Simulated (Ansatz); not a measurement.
**Sensitivity of the G0W0 gap of TiO2 (Anatase)**

A base run on TiO2 (Anatase), then changed inputs.

Program: Ansatz 0.2.0. Level of theory: G0W0 on PBE, plane waves, PAW. Results are calculated unless marked as measured.

### 1. Starting point

Symmetry: I4_1/amd, No. 141, tetragonal system. The conventional cell has a = 3.784 Å, b = 3.784 Å, c = 9.515 Å, α = 90.00°, β = 90.00°, γ = 90.00°. Nearest to Ti lie 6 O at 1.93 to 1.98 Å. Nearest to O lie 3 Ti at 1.93 to 1.98 Å. Farther neighbours and most contacts between anions are not listed.

The cell and positions come from the Crystallography Open Database and are kept as given unless a step says otherwise. The default PAW set here is soft_1. Its files were made with PBE.

### 2. The base run: 6×6×6 mesh, 88 empty bands, screening to 69 eV

Now the one-shot GW correction: screening in the RPA, then the self-energy of the levels asked for.

The input, input.yaml:

```yaml
crystal:
  lattice:
    - [-1.8921, 1.8921, 4.7573]
    - [1.8921, -1.8921, 4.7573]
    - [1.8921, 1.8921, -4.7573]
  atoms:
    - { symbol: Ti, position: [0.0, 0.0, 0.0] }
    - { symbol: Ti, position: [0.75, 0.25, 0.5] }
    - { symbol: O, position: [0.2081, 0.2081, 0.0] }
    - { symbol: O, position: [0.9581, 0.4581, 0.5] }
    - { symbol: O, position: [0.5419, 0.0419, 0.5] }
    - { symbol: O, position: [0.7919, 0.7919, 0.0] }
kpoints:
  mp_grid: { grid: [6, 6, 6] }
hamiltonian:
  xc: pbe
  pseudopotentials: { kind: paw, azcp: { folder: "./paw" } }
scf:
  occupations: { method: fixed }
gw:
  n_empty_bands: 88
  ecut_chi: 69
  qp_bands: [v2, c2]
  qp_kpoints: band_edges
  screening: { model: contour_deformation }
```

Run with:

```bash
$ ansatz run input.yaml --threads 3 --pin off --max-ram 92160MiB --backend cuda --events-out ev --progress --plain --runs-dir out --devices 1 --max-vram 13GiB
```

Numbers of over 12 decimals in the logs are rounded to 6 here.

Output:

```text
GPUs: using 1 of 1 available (devices: 1).
Engine: ansatz 0.2.0, x86_64-unknown-linux-gnu
Pseudopotentials: kind: paw
Pseudopotential: Ti, paw, valence charge 12, recommended cutoff 420 eV (normal), <dir>
Pseudopotential: O, paw, valence charge 6, recommended cutoff 420 eV (normal), <dir>
Functional definition: PBE
  parameter kappa = 0.804
  parameter beta = 0.066725
  exchange = pbe_x(kappa = kappa, mu = beta*pi^2/3)
  correlation = pbe_c(beta = beta)
device memory: the entry about to start is reckoned to put 1.2 GiB on a device that reports 50.5 GiB free (of which the cap on the GPU budget leaves the run 13.0 GiB)
GPU FFT provider: cuFFT
GPU libraries: cuBLAS 13.8.2, cuFFT 12.4.0, cuSOLVER 12.3.4
Crystal: 6 atoms, lattice volume = 68.125 Å³
Basis set: ecut = 420 eV, 1315 PW (Γ)
Bands: 30, of which v1, the nominal top of the filled ones, is band 24 counted from 1 (23 counted from 0)
Symmetry: 16 space group operations
Space group: I41/amd (ITA 141), of the structure as read, at distance tolerance 4.1e-5 Å
k-points: 30 of 216
Non-local potential: Ti, projectors of the file, l = 0: 3, l = 1: 2, l = 2: 3, l = 3: 1
Non-local potential: O, projectors of the file, l = 0: 2, l = 1: 2, l = 2: 1
PAW form: soft (Blöchl's): semilocal exchange-correlation on the pseudo side does not see the compensation charge
PAW one-centre angular grid: Ti, 590 points (default); XC on 64 Gauss nodes
PAW one-centre angular grid: O, 110 points (default); XC on 64 Gauss nodes
Initial density: superposition of atomic densities (chi_scale 0.1, normalization cell, long waves kept (reshape's long-wave potential 0.00 eV rms))
Initial wavefunctions: pseudopotential atomic-orbital guess
GPU buffer pool allocated for 64000 grid points (all kernels)
GPU transforms: local potential and band sums: pruned to the plane-wave sphere, on 40×40×40
Functional: x = pbe(κ = 0.804, μ = 0.219515), c = pbe(β = 0.066725)
SCF iter   1: F=—  HF=-7277.933441 eV  |F-HF|=—  |Δ(HF+E_count)|=         —  Δρ=6.36e-2  dr2=2.96e0  ethr=3.10e-3  ⟨swp⟩=4.1  Hψ=2978  notcnv=0  defer=72
preconditioner: auto → none  [insulator: Δε(μ)=2.403 eV  Ē_g=9.848 eV  n_scr=14 (ndim 8)  ℏωp=25.4 eV  f_vac=0.000  ε∞_Penn≈7.7]
SCF iter   2: F=—  HF=-7277.724738 eV  |F-HF|=—  |Δ(HF+E_count)|=   2.09e-1  Δρ=6.16e-2  dr2=2.05e0  ethr=3.10e-3  ⟨swp⟩=2.0  Hψ=1740  notcnv=0  defer=60
SCF iter   3: F=—  HF=-7277.596903 eV  |F-HF|=—  |Δ(HF+E_count)|=   1.28e-1  Δρ=3.58e-2  dr2=9.55e-1  ethr=3.10e-3  ⟨swp⟩=2.6  Hψ=1472  notcnv=0  defer=84
SCF iter   4: F=—  HF=-7277.503864 eV  |F-HF|=—  |Δ(HF+E_count)|=   9.30e-2  Δρ=1.83e-2  dr2=2.50e-1  ethr=1.99e-3  ⟨swp⟩=2.0  Hψ=1252  notcnv=0  defer=68
[...]
E_xc         = -520.828819
  E_vxc        = -659.145508  (∫ρ·V_xc dr)
  E_paw        = -2730.456885  (= ΣΔE_a)
  E_vpaw       = -513.310074  (= ΣTr[D̂ρ^β])
  E_aug_tail   = 0.002934  (compensation charges beyond the density's cutoff)
  E_ewald      = -3322.195552
  E_smearing   = -0.000000  (= −TS)
  E_closure    = -0.000000  (closes the sum)
  Σ components = -7277.486360   (vs F -7277.486360, Δ=0.00e0)
--- Band table (eV; the first three rows and the last of 30) ---
  k-point 0: bands = [... 20 lower, 6.5065, 6.5065, 6.7912, 6.7912, 9.3879, 10.1274, 11.2674, 11.2674, ... 2 higher]
  k-point 1: bands = [... 20 lower, 5.9276, 6.0996, 6.6121, 7.0021, 10.2271, 10.3299, 10.5242, 10.9644, ... 2 higher]
  k-point 2: bands = [... 20 lower, 5.1935, 6.3150, 6.6731, 7.1513, 10.3384, 10.5988, 10.7619, 11.0926, ... 2 higher]
  k-point 29: bands = [... 20 lower, 6.0020, 6.0020, 7.1396, 7.1396, 9.7448, 9.7448, 11.0455, 11.0455, ... 2 higher]
--- G₀W₀: contour deformation, 6 samples at zero and on the imaginary axis and 2 off it, 216 q-points, 88 empty bands' worth ---
  eigenvalues of the whole cell's RPA ε∞ on this k-mesh (on a slab, of 1 + 4πα/V) = 6.1055, 6.6502, 6.6502; static W/v taken at q = 0 is 0.153398
  bands read: the sum over 112 bands ends inside a degenerate multiplet in 3 slots, whose members it reads at an even weight; the widest, k=0: bands 112 to 113 (counted from 1) at 1/2 each
  gw.qp_kpoints: band_edges: 24 of 30 stored k-points solved, in 1 pass; an edge of the gap read off the rows below is read off those points alone
    valence top: of the k-points left out ik 7 came nearest to being solved in a further pass, in band 24 (counted from 1, as in the quasiparticle table): it holds the edge there only if its correction is more favourable than any solved in that band by at least 0.490 eV; those differ by 0.127 eV
    conduction bottom: of the k-points left out ik 27 came nearest to being solved in a further pass, in band 25 (counted from 1, as in the quasiparticle table): it holds the edge there only if its correction is more favourable than any solved in that band by at least 0.891 eV; those differ by 0.169 eV
    ik  band        ε_KS         Σx   Σc(E_QP)       V_xc       Z   E_QP_lin       E_QP  E_QP is
     0    23      6.7912   -25.3257     4.9585   -20.3302  0.7103     6.7542     6.7542  root
     0    24      6.7912   -25.3257     4.9585   -20.3302  0.7103     6.7542     6.7542  root
     0    25      9.3879   -13.0768    -6.1523   -20.7944  0.7359    11.0041    10.9532  root
     0    26     10.1274   -13.4554    -6.9955   -22.1390  0.7159    11.8915    11.8154  root
     1    23      6.6121   -25.8920     4.9676   -20.8977  0.7181     6.5854     6.5854  root
     1    24      7.0021   -25.7484     4.9315   -20.8083  0.7170     6.9935     6.9935  root
     1    25     10.2271   -13.3659    -7.0448   -22.0972  0.7158    11.9903    11.9137  root
     1    26     10.3299   -14.3026    -6.0595   -21.9284  0.7172    11.9581    11.8962  root
[...]
29    23      7.1396   -26.1480     4.8167   -21.3832  0.7224     7.1914     7.1915  root
    29    24      7.1396   -26.1480     4.8167   -21.3832  0.7224     7.1914     7.1915  root
    29    25      9.7448   -13.2315    -6.5547   -21.4122  0.7269    11.4340    11.3708  root
    29    26      9.7448   -13.2315    -6.5547   -21.4122  0.7269    11.4340    11.3708  root
[key lines of the parts left out:]
SCF converged after 8 iterations
Free energy (F): -7277.486360 eV
Fermi energy:    7.218375 eV
```

The job ended after 33 s (1 × NVIDIA H100 80GB HBM3 (shared by 6 runs) with 3 threads of AMD EPYC 7R13 (Zen 3), shared host; peak memory 1.2 GiB; 46 s of CPU time).

In the SCF lines HF is the Harris–Foulkes energy and dr2 the Hartree energy of the density residual, in eV; the loop may stop once dr2 is under the threshold and the program's other checks hold. Hψ counts applications of the Hamiltonian.

Numbers from this step:

```
bands summed                                 : 112
RPA ε∞ on this mesh (eigenvalues)            : 6.105, 6.650, 6.650
plane waves in the screening matrix          : 103
q-points in the mesh                         : 216
G0W0 gap on the mesh                         : 3.709 eV
k of the valence top                         : 0, 0, -0.5
k of the conduction bottom                   : 0, 0, 0
starting gap on the mesh                     : 2.170 eV
Z at the valence top                         : 0.7171
Z at the conduction bottom                   : 0.7359
least direct G0W0 gap on the computed points : 4.022 eV
```

The gap on the mesh goes from 2.17 eV to 3.71 eV, a correction of +1.54 eV. Between the two edge states, bare exchange in place of the xc potential would open the gap by 12.59 eV, and correlation takes back 11.05 eV.

### 3. Variant: static remainder

This step: G0W0 on PBE, plane waves, norm-conserving pseudopotentials.

input.yaml, as its differences from that of step 2:

```diff
@@ -16,3 +16,3 @@
   xc: pbe
-  pseudopotentials: { kind: paw, azcp: { folder: "./paw" } }
+  pseudopotentials: { kind: nc }
 scf:
@@ -20,4 +20,4 @@
 gw:
-  n_empty_bands: 88
-  ecut_chi: 69
+  n_empty_bands: 71
+  ecut_chi: 100
   qp_bands: [v2, c2]
@@ -25 +25,2 @@
   screening: { model: contour_deformation }
+  static_remainder: true
```

Output:

```text
Warning: gw takes pair_densities: pseudo, which can misplace gaps by tens of per cent, since gw.static_remainder lacks the terms of the atoms
GPUs: using 1 of 1 available (devices: 1).
[...]
GPU FFT provider: cuFFT
GPU libraries: cuBLAS 13.8.2, cuFFT 12.4.0, cuSOLVER 12.3.4
Crystal: 6 atoms, lattice volume = 68.125 Å³
Basis set: ecut = 1240 eV, 6747 PW (Γ)
Bands: 30, of which v1, the nominal top of the filled ones, is band 24 counted from 1 (23 counted from 0)
[... 1 set-up line as in the run before ...]
[...]
k-points: 30 of 216
[...]
GPU buffer pool allocated for 262144 grid points (all kernels)
[...]
SCF iter   1: F=—  HF=-5102.799641 eV  |F-HF|=—  |Δ(HF+E_count)|=         —  Δρ=6.80e-2  dr2=3.10e0  ethr=3.10e-3  ⟨swp⟩=5.3  Hψ=3589  notcnv=0  defer=70
[...]
SCF iter  11: F=-5102.047729 eV  HF=-5102.047729 eV  |F-HF|=1.31e-9  |Δ(HF+E_count)|=   1.35e-8  Δρ=1.60e-6  dr2=1.53e-9  ethr=2.08e-10  ⟨swp⟩=13.1  Hψ=3599  notcnv=0
SCF 1 converged in 11 iterations: F = -5102.047729 eV  dr2 = 1.53e-9
[...]
NSCF: frozen V_eff on 30 k-points
[...]
G₀W₀ screening: q 1/30
[... further progress lines ...]
[...]
SCF converged after 11 iterations
Free energy (F): -5102.047729 eV
[...]
Internal energy: -5102.047729 eV  (E = F + TS)
E sigma→0 (E₀):  -5102.047729 eV
Fermi energy:    7.267418 eV
[...]
--- Band table (eV; the first three rows and the last of 30) ---
  k-point 0: bands = [... 20 lower, 6.5485, 6.5485, 6.8363, 6.8363, 9.4351, 10.1802, 11.3181, 11.3181, ... 2 higher]
  k-point 1: bands = [... 20 lower, 5.9693, 6.1438, 6.6547, 7.0467, 10.2811, 10.3803, 10.5762, 11.0153, ... 2 higher]
  k-point 2: bands = [... 20 lower, 5.2436, 6.3575, 6.7212, 7.2000, 10.3929, 10.6500, 10.8151, 11.1477, ... 2 higher]
  k-point 29: bands = [... 20 lower, 6.0474, 6.0474, 7.1841, 7.1841, 9.7946, 9.7946, 11.1054, 11.1054, ... 2 higher]
[...]
static-remainder magnitude (band-truncation diagnostic): 1.6457 eV
[...]
0    23      6.8363   -24.6230     4.5838   -19.6920  0.7057     6.4864     6.4891  root
     0    24      6.8363   -24.6230     4.5838   -19.6920  0.7057     6.4864     6.4891  root
     0    25      9.4351   -12.0147    -6.5896   -19.6182  0.7335    10.4684    10.4491  root
     0    26     10.1802   -12.2553    -7.4543   -20.8125  0.7130    11.3124    11.2832  root
     1    23      6.6547   -25.1004     4.5544   -20.1611  0.7148     6.2667     6.2699  root
     1    24      7.0467   -24.9875     4.5284   -20.1115  0.7126     6.6967     6.6992  root
     1    25     10.2811   -12.1586    -7.5031   -20.7630  0.7129    11.4117    11.3824  root
     1    26     10.3803   -13.1585    -6.5263   -20.6910  0.7140    11.4094    11.3865  root
[...]
29    23      7.1841   -25.3267     4.3820   -20.6236  0.7183     6.8610     6.8630  root
    29    24      7.1841   -25.3267     4.3820   -20.6236  0.7183     6.8610     6.8630  root
    29    25      9.7946   -12.1059    -7.0015   -20.1666  0.7242    10.8777    10.8539  root
    29    26      9.7946   -12.1059    -7.0015   -20.1666  0.7242    10.8777    10.8539  root
```

Run time: 59 s. Hardware: 1 × NVIDIA H100 80GB HBM3 (shared by 6 runs) with 3 threads; peak memory 1.5 GiB.

Against the base:

```csv
setting,base,variant
files,default PAW,norm-conserving
empty bands,88,71
screening cutoff (eV),69,100
static remainder,-,true
```

```csv
quantity,variant,base
starting gap on the mesh,2.168,2.170
G0W0 gap on the mesh,3.497,3.709
least direct G0W0 gap on the computed points,3.836,4.022
Z at the valence top,0.713,0.717
Z at the conduction bottom,0.733,0.736
```

### 4. What came out

```
base             : 3.71 eV, 33 s
static remainder : 3.50 eV, 59 s
```

Static remainder: the gap moves by −0.21 eV (the plane-wave cutoff goes from 420 to 1240 eV); such settings are too crude to quote. The variant differs from the base in files, empty bands, screening cutoff and static remainder together, so the change can't be laid to one of them. This option needs pseudo pair densities, which the log warns can misplace gaps. All runs here use a coarse mesh and modest cutoffs; they test settings and are not final values.

[Paths, hosts, dates, memory and timing lines, banners, echoed tables and standing remarks are left out of the program output.]

[Logs are printed without paths, hosts, clocks, repeated set-up lines and the standing remarks that a program may print on its own settings, such as how far it seeks lower states.]

[Runs of the session that timed out or met a known fault of the program may be left out.]

[Cells called generated may have been cut or substituted from an entry of the Crystallography Open Database or the Materials Project.]

[Hosts, paths, dates, database ids (printed as entryN), source tags and the programs' standing remarks are cut or masked in the printed files.]
